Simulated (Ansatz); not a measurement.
# GaSnAs2: relaxing a made-up structure, part 2 of 2

Starting from a made-up structure for GaSnAs2, the aim is the relaxed cell, its shortest contacts and, where a second run follows, its electronic structure.

Ansatz 0.2.0; DFT, PBE, plane-wave PAW, files of the set soft_1, scalar-relativistic, no spin, cell and ions relaxed at zero pressure; PAW set soft_1 (the session's first sound run).

So far: Starting point; Relaxation of the guess.

### Step 2. Relaxation of the guess (continued)

The steps of the relaxation:

| step | energy less that of the first step (eV) | largest force component (eV/Å) | pressure (GPa) | volume (Å³) |
| --- | --- | --- | --- | --- |
| 1 | 0.0000 | 1.0202 | 5.87 | 207.09 |
| 2 | -0.5900 | 0.1450 | -1.38 | 235.28 |
| 3 | -0.6297 | 0.0013 | -0.28 | 229.53 |
| 4 | -0.6326 | 0.0169 | -0.01 | 228.05 |
| 5 | -0.6336 | 0.0166 | -0.07 | 228.06 |
| 6 | -0.6339 | 0.0072 | 0.01 | 227.57 |
| 7* | -0.6369 | 0.0072 | 0.01 | 227.57 |

Relaxation steps marked * repeat the geometry before them on a plane-wave basis chosen anew for their cell, so energy and pressure can jump there.

Forces are held to the 8 operations that the run works with; a distortion that breaks them can't arise in this run.

| conventional cell, symmetrised | before | after | change |
| --- | --- | --- | --- |
| a (Å) | 5.911 | 6.153 | +4.1 % |
| b (Å) | 5.911 | 6.153 | +4.1 % |
| c (Å) | 11.854 | 12.020 | +1.4 % |
| volume (Å³/atom) | 25.89 | 28.45 | +9.9 % |

The atoms that moved most (Å, as changes of fractional coordinates times the final cell):

```csv
atom,dx,dy,dz,length
As6,-0.151,0.000,0.000,0.151
As3,0.000,-0.151,0.000,0.151
As4,0.151,0.000,0.000,0.151
As5,0.000,0.151,0.000,0.151
```

Final coordinates:

```cif
data_structure
_symmetry_space_group_name_H-M 'P 1'
_symmetry_Int_Tables_number 1
_cell_length_a 7.4198
_cell_length_b 7.4198
_cell_length_c 7.4198
_cell_angle_alpha 131.004
_cell_angle_beta 131.004
_cell_angle_gamma 71.806
_cell_volume 227.57
loop_
_atom_site_label
_atom_site_type_symbol
_atom_site_fract_x
_atom_site_fract_y
_atom_site_fract_z
_atom_site_occupancy
Sn1 Sn 0.25000 0.75000 0.50000 1
Sn2 Sn 0.50000 0.50000 0.00000 1
As3 As 0.09082 0.62500 0.96582 1
As4 As 0.87500 0.90918 0.53418 1
As5 As 0.65918 0.12500 0.03418 1
As6 As 0.37500 0.34082 0.46582 1
Ga7 Ga 0.75000 0.25000 0.50000 1
Ga8 Ga 0.00000 0.00000 0.00000 1
```

This step gave:

* free energy: -39039.8088 eV
* energy at zero smearing: -39039.7877 eV
* smearing term TS: 0.04232 eV
* Fermi energy: 7.593 eV
* electrons: 114
* symmetry operations: 8
* pressure: 0.01175 GPa

Shortest distances by pair of elements, guess and relaxed (not always the same contact):

| pair | guess (Å) | relaxed (Å) |
| --- | --- | --- |
| As–Ga | 2.530 | 2.527 |
| As–Sn | 2.595 | 2.772 |
| As–As | 4.100 | 4.065 |
| Ga–Sn | 4.180 | 4.301 |
| Sn–Sn | 4.185 | 4.301 |

The relaxation ends with a largest force component of 0.0072 eV/Å and a pressure of 0.01 GPa.

### Step 3. Electronic structure of the relaxed cell

A second self-consistent run takes a narrower smearing and the mesh shown in its input; the bands follow along the standard path of the relaxed lattice.

This step: DFT, PBE, plane-wave PAW, files of the set soft_1, scalar-relativistic, no spin, bands and density of states at the relaxed cell; PAW set soft_1 (Ansatz 0.2.0).

Contents of input.yaml:

```yaml
crystal:
  lattice:
    - [-3.0766796115, 3.0766796115, 6.0101203381]
    - [3.0766796115, -3.0766796115, 6.0101203381]
    - [3.0766796115, 3.0766796115, -6.0101203381]
  atoms:
    - { symbol: Sn, position: [0.25, 0.75, 0.5] }
    - { symbol: Sn, position: [0.5, 0.5, 0.0] }
    - { symbol: As, position: [0.0908226647, 0.625, 0.9658226647] }
    - { symbol: As, position: [0.875, 0.9091773353, 0.5341773353] }
    - { symbol: As, position: [0.6591773353, 0.125, 0.0341773353] }
    - { symbol: As, position: [0.375, 0.3408226647, 0.4658226647] }
    - { symbol: Ga, position: [0.75, 0.25, 0.5] }
    - { symbol: Ga, position: [0.0, 0.0, 0.0] }
kpoints:
  mp_grid: { grid: [8, 8, 8] }
  band_path:
    path:
      - [[0.0, 0.0, 0.0], [0.0, 0.0, 0.5], [-0.13102924, 0.13102924, 0.5], [-0.31551462, 0.31551462, 0.31551462], [0.0, 0.0, 0.0], [0.5, 0.5, -0.5], [0.31551462, 0.68448538, -0.31551462], [0.0, 0.5, 0.0], [0.25, 0.25, 0.25], [0.5, 0.5, -0.13102924], [0.5, 0.5, -0.5]]
      - [[0.0, 0.0, 0.5], [0.25, 0.25, 0.25]]
    npoints: 7
scf:
  occupations: { method: fermi_dirac, width: 0.03 }
  n_extra_bands: 12
hamiltonian:
  xc: pbe
  pseudopotentials: { kind: paw, azcp: { folder: soft_1 } }
output:
  forces: true
  stress: true
  write_bands: true
  dos: { projected: true }
  write_density: true
  write_potential: true
  elf: true
  volumetric_format: npy
```

Launch:

```console
ansatz run input.yaml --threads 4 --pin off --max-ram 10240MiB --backend cpu --events-out ev --progress --plain --runs-dir out
```

Numbers of over 12 decimals in the logs are rounded to 6 here.

The log of the run:

```text
[...]
Crystal: 8 atoms, lattice volume = 227.566 Å³
Basis set: ecut = 420 eV, 4445 PW (Γ), exchange–correlation on 100×100×100 points (8 copies of the dense FFT grid, shifted against one another)
Bands: 69, of which v1, the nominal top of the filled ones, is band 57 counted from 1 (56 counted from 0)
Symmetry: 8 space group operations
[...]
k-points: 59 of 512 (time reversal used)
[...]
SCF iter   1: F=—  HF=-39040.287106 eV  |F-HF|=—  |Δ(HF+E_count)|=         —  Δρ=3.06e-2  dr2=2.14e0  ethr=3.10e-3  ⟨swp⟩=6.1  Hψ=14965  notcnv=0
[...]
SCF iter   9: F=-39039.802248 eV  HF=-39039.802248 eV  |F-HF|=5.98e-9  |Δ(HF+E_count)|=   2.91e-7  Δρ=2.08e-6  dr2=1.83e-8  ethr=8.77e-11  ⟨swp⟩=15.7  Hψ=34112  notcnv=0
SCF 1 converged in 9 iterations: F = -39039.802248 eV  dr2 = 1.83e-8
[...]
NSCF: frozen V_eff on 79 k-points
SCF converged after 9 iterations
Free energy (F): -39039.802248 eV
[...]
Internal energy: -39039.787846 eV  (E = F + TS)
E sigma→0 (E₀):  -39039.795047 eV
Entropy (-TS):   -0.014402 eV (-1.800 meV/atom)
Fermi energy:    7.587308 eV
[...]
--- Forces (eV/Å), atoms counted from 1 ---
  atom   1  Sn    -0.00000000     0.00000000     0.00000000
  atom   2  Sn    -0.00000000     0.00000000     0.00000000
  atom   3  As     0.00000000     0.00686865     0.00000000
  atom   4  As    -0.00686865     0.00000000    -0.00000000
  atom   5  As     0.00000000    -0.00686865    -0.00000000
  atom   6  As     0.00686865     0.00000000    -0.00000000
  atom   7  Ga    -0.00000000     0.00000000    -0.00000000
  atom   8  Ga    -0.00000000     0.00000000    -0.00000000
  max |Σ_I F_I| component: 9.89e-17 eV/Å
--- Stress (GPa, compression-positive) ---
        0.012892       0.000000       0.000000
        0.000000       0.012892      -0.000000
        0.000000      -0.000000      -0.037118
  P = ⅓ Tr σ = -0.0038 GPa (-0.038 kbar)
--- Band table (eV; the first three rows and the last of 59) ---
  k-point 0: bands = [... 53 lower, 5.0765, 6.1827, 6.1827, 6.2892, 7.3772, 7.5835, 9.4262, 9.5055, ... 8 higher]
  k-point 1: bands = [... 53 lower, 4.2032, 5.9817, 6.1228, 6.8297, 7.5172, 8.2145, 9.3559, 9.4772, ... 8 higher]
  k-point 2: bands = [... 53 lower, 4.7299, 5.2311, 5.9296, 7.4471, 7.6368, 8.5384, 8.6730, 9.5411, ... 8 higher]
  k-point 58: bands = [... 53 lower, 4.7610, 4.8776, 4.8776, 7.3772, 7.3772, 7.7817, 7.7817, 8.1779, ... 8 higher]
```

It took 56 s on 4 threads of Arm Neoverse V1, shared host; peak memory 1.4 GiB.

Numbers from this step:

| Quantity | Value |
| --- | --- |
| free energy | -39039.8022 eV |
| energy at zero smearing | -39039.7950 eV |
| smearing term TS | 0.01440 eV |
| Fermi energy | 7.587 eV |
| pressure | -0.003778 GPa |

From bands.tsv, the bands that come nearest the Fermi level along the path, at its corners, in eV from the Fermi level:

```
point  band 55  band 56  band 57  band 58  band 59  band 60  band 61  band 62
    Γ    -1.40    -1.40    -1.30    -0.21     0.00     1.84     1.92     1.92
    X    -2.22    -2.22    -1.15    -1.15     0.60     0.60     2.62     2.62
    Y    -2.41    -2.41    -0.69    -0.69     1.19     1.19     2.13     2.13
    S    -2.28    -2.20     0.12     0.58     0.59     1.20     1.70     1.82
    Γ    -1.40    -1.40    -1.30    -0.21     0.00     1.84     1.92     1.92
    Z    -2.71    -2.71    -0.21    -0.21     0.19     0.19     0.59     0.59
   S1    -2.28    -2.20     0.12     0.58     0.59     1.20     1.70     1.82
    N    -2.41    -2.33     0.63     0.71     1.37     1.38     1.61     1.89
    P    -2.36    -2.36    -0.45    -0.45     0.29     0.29     2.46     2.46
   Y1    -2.41    -2.41    -0.69    -0.69     1.19     1.19     2.13     2.13
    Z    -2.71    -2.71    -0.21    -0.21     0.19     0.19     0.59     0.59
    X    -2.22    -2.22    -1.15    -1.15     0.60     0.60     2.62     2.62
    P    -2.36    -2.36    -0.45    -0.45     0.29     0.29     2.46     2.46
```

States per cell as run, both spins, in windows of 1 eV, from dos.tsv (zero at the Fermi level):

| from | to | total |
| --- | --- | --- |
| -8 | -7 | 4.38 |
| -7 | -6 | 1.97 |
| -6 | -5 | 1.12 |
| -5 | -4 | 2.71 |
| -4 | -3 | 6.73 |
| -3 | -2 | 6.17 |
| -2 | -1 | 0.94 |
| -1 | 0 | 1.96 |
| 0 | 1 | 4.86 |
| 1 | 2 | 3.89 |
| 2 | 3 | 6.07 |

A further 88.0 states lie below the table's range.

Valence density in the ac plane of the conventional cell at fractional y = 0.500, with atoms of Sn and Ga within 0.2 Å of it. It is the smooth field of the valence electrons, not physical close to the nuclei.

Ten steps, logarithmic in the rise over the least value, from '0' (0 e/Å³) to '9' (29 e/Å³), each cell a mean:
```
00000136764100000
00000012331100000
00000000000000000
11000000000000011
53100000000000124
76310000000000257
75310000000000246
32100000000000123
00000000000000000
00000001110000000
00000012432100000
00000126984100000
00000125873100000
00000111221100000
00000000000000000
11100000000000011
42110000000000123
96210000000000148
85200000000000137
21100000000000112
00000000000000000
00000001111000000
00000123542100000
00000136775200000
```
Columns run along a (6.2 Å), rows up along c (12.0 Å), edges of the conventional cell, whose origin can differ from the input's. Atoms in or near the plane, at fractional coordinates: Sn at (0.00, 0.75), Sn at (0.50, 0.00), Ga at (0.00, 0.25), Ga at (0.50, 0.50).

Electrostatic potential energy in the ac plane of the conventional cell at fractional y = 0.500, with atoms of Sn and Ga within 0.2 Å of it. With pseudopotentials it is smooth inside the atoms' cores, unlike the true potential.

Values in eV, 13 rows by 16 columns, each cell a mean:
```
 11  11  10  10   7   0 -13  -8  -4 -13  -7   6   9  10  11  11
  7   8   9   9   9   9   7   6   5   7   8   9   9   9   8   7
 -6 -13  -5   6   9  10  11  11  11  11  10  10   8   1 -12  -9
  5 -13 -11   4   9  10  11  11  11  11  10   9   7  -3 -17  -1
 -1   2   7   9   9   9  10  10  10  10  10   9   9   8   4   0
 10  10  10  10   9   6   2   4   6   2   4   8  10  10  10  10
 11  11  11  10   8   1   4  21  23  14  -2   6   9  10  11  11
 10  10   9   9   8   7   4   3   3   3   6   8   8   9  10  10
  3   3   6   8   8   9  10  10  10  10   9   8   8   7   4   3
 22  13  -2   6   9  10  11  11  11  11  11  10   8   1   4  21
  7   3   3   8  10  10  10  10  10  10  10  10   9   6   2   5
  9   9   9   9   9   8   5   2   1   4   7   9   9   9   9   9
 11  11  10   9   7  -2 -16  -3   2 -13 -10   5   9  10  11  11
```
Columns run along a (6.2 Å; values clipped at the 3rd and 97th percentile), rows up along c (12.0 Å), edges of the conventional cell, whose origin can differ from the input's. Atoms in or near the plane, at fractional coordinates: Sn at (0.00, 0.75), Sn at (0.50, 0.00), Ga at (0.00, 0.25), Ga at (0.50, 0.50).

ELF in the ac plane of the conventional cell at fractional y = 0.500, with atoms of Sn and Ga within 0.2 Å of it. It is the smooth field of the valence electrons, not physical close to the nuclei.

Ten even steps from '0' (0.00) to '9' (0.55), each cell a mean:
```
00014551003552100
01124665445653110
43334555555544333
56654322222334565
34564210000135653
01454100000135520
02565210001246530
45676431112456654
56666654334666665
22346765556765432
00124654334553100
00013541103442100
00135642113564210
12468975446897531
34799986557999853
56899863235799975
34687531012468753
01454210000135530
12453100000124531
45664311011246654
55676544444466765
23466666566666542
01245654335664311
00125541003553100
```
Columns run along a (6.2 Å), rows up along c (12.0 Å), edges of the conventional cell, whose origin can differ from the input's. Atoms in or near the plane, at fractional coordinates: Sn at (0.00, 0.75), Sn at (0.50, 0.00), Ga at (0.00, 0.25), Ga at (0.50, 0.50).

### Step 4. Outcome

- space group, relaxed: I-42d
- conventional cell: a = 6.153, b = 6.153, c = 12.020 Å; α = 90.0°, β = 90.0°, γ = 90.0°
- volume per atom: 28.45 Å³ (guess 25.89)

**Reading.** GaSnAs2 relaxes to I-42d with a = 6.153, b = 6.153 and c = 12.020 Å. The guessed volume was 9 % too small. The space group I-42d was held in the relaxation, so the end point is a stationary structure within it and may be a saddle against distortions or other arrangements. Bands cross the Fermi level, so it is a metal or semimetal at this level. On the 8×8×8 mesh with the narrower smearing (relaxed on 7×7×7) the largest force component is 0.007 eV/Å and the largest stress component is 0.037 GPa, within the relaxation's thresholds of 0.015 eV/Å and 0.05 GPa. The cutoff wasn't tested. No dispersion term is used, so weakly bound directions may come out too long. Nothing here tests whether the compound is stable against decomposition.

[Logs are printed without paths, hosts, clocks, repeated set-up lines and the standing remarks that a program may print on its own settings, such as how far it seeks lower states.]

[Hosts, paths, dates, database ids (printed as entryN), source tags and the programs' standing remarks are cut or masked in the printed files.]
